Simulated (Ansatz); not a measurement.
# TaN (P-6m2): relaxing the cell for a phonon run

Task: relax TaN (P-6m2) tightly.

Method: DFT r2SCAN, scalar-relativistic, plane waves, PAW, in Ansatz 0.2.0.

## Step 1: The starting structure

The structure is hexagonal, space group P-6m2 (No. 187). The conventional cell has a = 2.938 Å, b = 2.938 Å, c = 2.883 Å, α = 90.00°, β = 90.00°, γ = 120.00°. Ta has 6 N at 2.23 Å nearest. Nearest to N lie 6 Ta at 2.23 Å. Farther neighbours and most contacts between anions are not listed.

## Step 2: Probe on a coarse mesh

First a cheap look: the gap decides the mesh and the occupations, the pressure tells how far the cell has to move.

input.yaml reads:

```yaml
crystal:
  lattice:
    - [2.938, 0.0, 0.0]
    - [-1.469, 2.5443826363, 0.0]
    - [0.0, 0.0, 2.883]
  atoms:
    - { symbol: Ta, position: [0.3333333333, 0.6666666667, 0.5] }
    - { symbol: "N", position: [0.0, 0.0, 0.0] }
kpoints:
  mp_grid: { grid: [9, 9, 6] }
hamiltonian:
  xc: r2scan
scf:
  occupations: { method: gaussian, width: 0.1 }
output:
  forces: true
  stress: true
  eigenvalues: true
```

Started as:

```console
$ ansatz run input.yaml --threads 4 --pin off --max-ram 7168MiB --backend cpu --events-out ev --progress --plain --runs-dir out
```

Numbers of over 12 decimals in the logs are rounded to 6 here.

The log of the run:

```text
Engine: ansatz 0.2.0, aarch64-unknown-linux-gnu
Pseudopotentials: kind: paw
Pseudopotential: Ta, paw, valence charge 13, recommended cutoff 500 eV (meta_gga), Ta.paw.azcp
Pseudopotential: N, paw, valence charge 5, recommended cutoff 500 eV (meta_gga), N.paw.azcp
Functional definition: r2SCAN
  parameter k0 = 0.174
  parameter k1 = 0.065
  parameter a1 = 4.9479
  exchange = r2scan_x(k0 = k0, k1 = k1, a1 = a1)
[...]
--- Band table (eV; the first three rows and the last of 48) ---
  k-point 0: bands = [... 5 lower, 15.3819, 15.3819, 15.8227, 17.0503, 22.6667, 23.9459, 23.9459, 24.4570]
  k-point 1: bands = [... 5 lower, 14.1153, 15.6029, 15.6029, 18.5348, 22.0018, 22.0018, 23.6078, 25.3695]
  k-point 2: bands = [... 5 lower, 11.7194, 16.0476, 16.0476, 20.5000, 20.5000, 21.1224, 24.5709, 24.5709]
  k-point 47: bands = [... 5 lower, 11.7257, 13.3524, 16.0416, 19.6762, 24.9344, 25.3246, 27.1851, 28.2242]
[key lines of the parts left out:]
SCF converged after 7 iterations
Free energy (F): -10331.805097 eV
Fermi energy:    20.443300 eV
P = ⅓ Tr σ = -0.2405 GPa (-2.405 kbar)
```

Wall time 0.96 s (4 threads of Arm Neoverse V2, shared host); peak memory 0.35 GiB.

This step gave:

```
pressure          : -0.2405 GPa
volume per atom   : 10.78 Å³
gap on the k-mesh : 0 eV
```

The coarse mesh shows no gap and a pressure of -0.2 GPa.

## Step 3: Relaxation

Harmonic phonons are second derivatives at a point where the forces vanish, and they are wanted at zero stress, so atoms and cell are relaxed first.

input.yaml: that of step 2 with these lines changed.

```diff
@@ -9,3 +9,3 @@
 kpoints:
-  mp_grid: { grid: [9, 9, 6] }
+  mp_grid: { grid: [15, 15, 14] }
 hamiltonian:
@@ -18 +18,6 @@
   eigenvalues: true
+relax:
+  adjacent_minimum: "off"
+  f_tol: 0.005
+  max_steps: 80
+  cell: { stress_tol: 0.05 }
```

The log of the run:

```text
[...]
Crystal: 2 atoms, lattice volume = 21.552 Å³
Basis set: ecut = 500 eV, 551 PW (Γ), exchange–correlation on 96×96×96 points (64 copies of the dense FFT grid, shifted against one another)
Bands: 13, of which v1, the nominal top of the filled ones, is band 9 counted from 1 (8 counted from 0)
Symmetry: 12 space group operations
[...]
k-points: 216 of 3150 (time reversal used)
[...]
SCF iter   1: F=—  HF=-10331.701721 eV  |F-HF|=—  |Δ(HF+E_count)|=         —  Δρ=1.10e-2  dr2=9.18e-3  dr2_τ=1.21e-1  ethr=1.77e-3  ⟨swp⟩=6.0  Hψ=15195  notcnv=0
[...]
SCF iter   7: F=-10331.804199 eV  HF=-10331.804199 eV  |F-HF|=2.24e-8  |Δ(HF+E_count)|=   3.24e-8  Δρ=1.37e-5  dr2=4.17e-8  dr2_τ=3.06e-9  ethr=5.56e-10  ⟨swp⟩=3.5  Hψ=11611  notcnv=0
SCF 1 converged in 7 iterations: F = -10331.804199 eV  dr2 = 4.17e-8
[...]
relax step   1: F+E_penalty+E_count = -10331.80419881 eV  Δ(F+E_penalty+E_count) = +0.000e0 eV  max|allowed force component| = 1.295e-16 eV/Å  Δτ_max = 0.0000 Å  P = -0.241 GPa  Ω = 21.552 Å³  (7 SCF iters, dr2 threshold 1.00e-7 eV, accepted)
Crystal: 2 atoms, lattice volume = 21.510 Å³
[...]
iter 1 solved again at ethr=3.40e-7 eV; its pass at ethr=3.10e-3 eV (dr2=6.12e-5 eV) is discarded
[...]
SCF iter   5: F=-10331.803951 eV  HF=-10331.803951 eV  |F-HF|=8.38e-9  |Δ(HF+E_count)|=   8.05e-8  Δρ=9.38e-6  dr2=8.18e-9  dr2_τ=6.50e-10  ethr=1.11e-9  ⟨swp⟩=5.2  Hψ=10498  notcnv=0
SCF 2 converged in 5 iterations: F = -10331.803951 eV  dr2 = 8.18e-9
relax step   2: F+E_penalty+E_count = -10331.80395073 eV  Δ(F+E_penalty+E_count) = +2.481e-4 eV  max|allowed force component| = 1.295e-16 eV/Å  Δτ_max = 0.0000 Å  P = +0.348 GPa  Ω = 21.510 Å³  energy of the carried Pulay correction = +1.797e-5 eV  (5 SCF iters, dr2 threshold 2.00e-7 eV, rejected (line search))
Crystal: 2 atoms, lattice volume = 21.537 Å³
[...]
SCF iter   7: F=-10331.804256 eV  HF=-10331.804256 eV  |F-HF|=7.28e-12  |Δ(HF+E_count)|=  2.55e-11  Δρ=2.70e-7  dr2=1.33e-11  dr2_τ=5.06e-13  ethr=1.00e-12  ⟨swp⟩=6.0  Hψ=12244  notcnv=0
SCF 3 converged in 7 iterations: F = -10331.804256 eV  dr2 = 1.33e-11
relax step   3: F+E_penalty+E_count = -10331.80425592 eV  Δ(F+E_penalty+E_count) = -5.711e-5 eV  max|allowed force component| = 3.701e-17 eV/Å  Δτ_max = 0.0000 Å  P = -0.023 GPa  Ω = 21.537 Å³  energy of the carried Pulay correction = +6.637e-6 eV  (7 SCF iters, accepted)
[...]
SCF iter   1: F=—  HF=-10331.804250 eV  |F-HF|=—  |Δ(HF+E_count)|=         —  Δρ=3.18e-6  dr2=3.68e-10  dr2_τ=1.79e-9  ethr=1.08e-7  ⟨swp⟩=3.7  Hψ=22874  notcnv=0
eigensolver tolerance schedule: the retry pair's looser diagonalisation over-reported the residual by 53006.11 of it (diagonalisation noise at an unbounded share of the residual, at the tolerance the schedule requests for it); recorded, not acted on — ethr = c·dr2/N_el stays at c = 1.0e-1
[...]
SCF iter   2: F=—  HF=-10331.804250 eV  |F-HF|=—  |Δ(HF+E_count)|=   6.66e-8  Δρ=2.03e-6  dr2=4.09e-10  dr2_τ=1.58e-10  ethr=2.05e-12  ⟨swp⟩=3.8  Hψ=6805  notcnv=0
[...]
SCF iter   4: F=-10331.804250 eV  HF=-10331.804250 eV  |F-HF|=3.64e-12  |Δ(HF+E_count)|=  8.91e-11  Δρ=2.84e-7  dr2=2.41e-12  dr2_τ=2.89e-12  ethr=1.00e-12  ⟨swp⟩=7.0  Hψ=14440  notcnv=0
SCF 4 converged in 4 iterations: F = -10331.804250 eV  dr2 = 2.41e-12
relax step   4: F+E_penalty+E_count = -10331.80425003 eV  Δ(F+E_penalty+E_count) = +5.886e-6 eV  max|allowed force component| = 5.551e-17 eV/Å  Δτ_max = 0.0000 Å  P = -0.023 GPa  Ω = 21.537 Å³  stress off target by 3.11e-2 GPa  SCF on the basis re-selected at this cell (its energy is not comparable with the rows above)  (4 SCF iters)
basis re-selected at this cell: Δ(F+E_penalty+E_count) = +5.886e-6 eV, ΔP = -0.000 GPa vs the last step (what re-selecting the basis moved, of the pressure what is left beyond the Pulay correction that the steps carried, after the strain that the cell walked since its last selection, with what the two solves' SCF thresholds leave and, on support functions, any second-order correction that the steps lacked; it is no m [...]
SCF converged after 4 iterations
Free energy (F): -10331.804250 eV
[...]
Internal energy: -10331.803953 eV  (E = F + TS)
E sigma→0 (E₀):  -10331.804101 eV
Entropy (-TS):   -0.000297 eV (-0.149 meV/atom)
Fermi energy:    20.258185 eV
[...]
--- Stress (GPa, compression-positive) ---
       -0.018482      -0.000000       0.000000
       -0.000000      -0.018482       0.000000
        0.000000       0.000000      -0.031123
  P = ⅓ Tr σ = -0.0227 GPa (-0.227 kbar)
--- Band table (eV; the first three rows and the last of 216) ---
  k-point 0: bands = [... 5 lower, 15.4031, 15.4031, 15.8322, 17.0568, 22.6981, 23.9564, 23.9564, 24.4749]
  k-point 1: bands = [... 5 lower, 15.3693, 15.4463, 15.4463, 17.4524, 22.8934, 23.2466, 23.2466, 24.9957]
  k-point 2: bands = [... 5 lower, 14.4627, 15.5689, 15.5689, 18.2338, 22.3139, 22.3139, 23.4127, 25.3576]
  k-point 215: bands = [... 5 lower, 11.7389, 13.3674, 16.0554, 19.6867, 24.9617, 25.3447, 27.2004, 28.2435]
--- Relaxed structure (3 steps of the walk, 2 accepted, 1 SCFs on fresh bases) ---
  F+E_penalty+E_count = -10331.80425003 eV   max|allowed force component| = 5.551e-17 eV/Å   (the final SCF, on the basis selected at the relaxed cell)
  cell:  # Å, volume = 21.5366 Å³
    - [2.936178, 0.0, 0.0]
    - [-1.468089, 2.542805, 0.0]
    - [0.0, 0.0, 2.884576]
  atoms:
    - { symbol: Ta, position: [0.333333, 0.666667, 0.5] }
    - { symbol: N, position: [0.0, -2.7755575615628914e-17, 0.0] }
```

Elapsed: 13 s, on 4 threads; peak memory 0.47 GiB; 49 s of CPU time.

Little changed from the start: no atom moved by 0.005 Å and no cell edge by 0.1 %.

Numbers from this step:

```yaml
pressure: -0.02270 GPa
volume_per_atom: 10.77 Å³
```

In this step the volume went from 10.78 to 10.77 Å³/atom.

## Step 4: Relaxing to small forces for the phonons

Phonons need a cell at rest on their own settings, so the relaxation is repeated with tight tolerances on forces and stress on the k mesh and occupations of the first response run.

input.yaml reads:

```yaml
crystal:
  lattice:
    - [2.9361782308, 0.0, 0.0]
    - [-1.4680891154, 2.5428049379, 0.0]
    - [0.0, 0.0, 2.8845764393]
  atoms:
    - { symbol: Ta, position: [0.3333333333, 0.6666666667, 0.5] }
    - { symbol: "N", position: [0.0, 0.0, 0.0] }
kpoints:
  mp_grid: { grid: [15, 15, 16] }
hamiltonian:
  xc: r2scan
scf:
  occupations: { method: methfessel_paxton, width: 0.15 }
output:
  forces: true
  stress: true
  eigenvalues: true
relax:
  adjacent_minimum: "off"
  f_tol: 0.001
  max_steps: 60
  cell: { stress_tol: 0.01 }
```

The log of the run:

```text
[...]
Crystal: 2 atoms, lattice volume = 21.537 Å³
Basis set: ecut = 500 eV, 551 PW (Γ), exchange–correlation on 96×96×96 points (64 copies of the dense FFT grid, shifted against one another)
Bands: 13, of which v1, the nominal top of the filled ones, is band 9 counted from 1 (8 counted from 0)
Symmetry: 12 space group operations
[...]
k-points: 243 of 3600 (time reversal used)
[...]
k-point 242: bands = [... 5 lower, 11.7401, 13.3686, 16.0570, 19.6876, 24.9639, 25.3464, 27.2020, 28.2456]
--- Relaxed structure (3 steps of the walk, 2 accepted, 1 SCFs on fresh bases) ---
[...]
cell:  # Å, volume = 21.5353 Å³
    - [2.936078, 0.0, 0]
    - [-1.468039, 2.542718, 0]
    - [0, 0, 2.884593]
  atoms:
    - { symbol: Ta, position: [0.333333, 0.666667, 0.500000] }
    - { symbol: N, position: [0, -2.7755575615628914e-17, 0] }
[key lines of the parts left out:]
SCF converged after 5 iterations
Free energy (F): -10331.804225 eV
Fermi energy:    20.255239 eV
P = ⅓ Tr σ = -0.0023 GPa (-0.023 kbar)
```

Elapsed: 14 s, on 4 threads; peak memory 0.49 GiB; 53 s of CPU time.

Little changed from the start: no atom moved by 0.005 Å and no cell edge by 0.1 %.

Numbers from this step:

```
pressure : -0.002251 GPa
```

The forces vanish by symmetry and the pressure is -0.002 GPa, within the tolerances set. The cell now holds 10.77 Å³/atom.

## Step 5: What came out

| Item | Value |
| --- | --- |
| space group after relaxation (within 0.01 Å) | P-6m2 |
| lattice constant a | 2.936 Å |
| lattice constant b | 2.936 Å |
| lattice constant c | 2.885 Å |
| volume per atom | 10.8 Å³ |

**Reading.** The forces vanish by symmetry and the pressure is -0.002 GPa, within the tolerances set. The cell now holds 10.77 Å³/atom. The relaxation keeps the symmetry of its start, so it says nothing on stability against lower symmetry. Spin-orbit coupling is left out, which can matter for the heavy elements here.

[Logs are printed without paths, hosts, clocks, repeated set-up lines and the standing remarks that a program may print on its own settings, such as how far it seeks lower states.]

[Hosts, paths, dates, database ids (printed as entryN), source tags and the programs' standing remarks are cut or masked in the printed files.]
